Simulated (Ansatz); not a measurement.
# CH3 on Si(111): dipole against coverage (PBE)

Does each added CH3 group shift the ionisation potential of Si(111) by the same amount?

All values are computed: Ansatz 0.2.0, PBE, plane waves, scalar-relativistic unless marked; slabs or sheets with vacuum, the vacuum level from the planar mean of the electrostatic potential.

| groups in the 2×2 cell | upper less lower face (eV) | dipole a group, less that of H (D) |
| --- | --- | --- |
| 1 | -0.25 | +0.34 |
| 2 | -0.49 | +0.33 |
| 3 | -0.66 | +0.30 |
| 4 | -0.82 | +0.28 |

If dipoles simply added, 4 groups would give 4/1 × -0.25 = -1.00 eV; the run gives -0.82 eV, 82 % of that. Parallel dipoles sit in each other's field, which opposes them, so each shrinks as the layer fills.

Dipoles by ΔΦ = −μ/(ε₀A), with μ the dipole of one cell along the outward normal; in working units μ (D) = −ΔΦ (eV) × A (Å²) / 37.7.
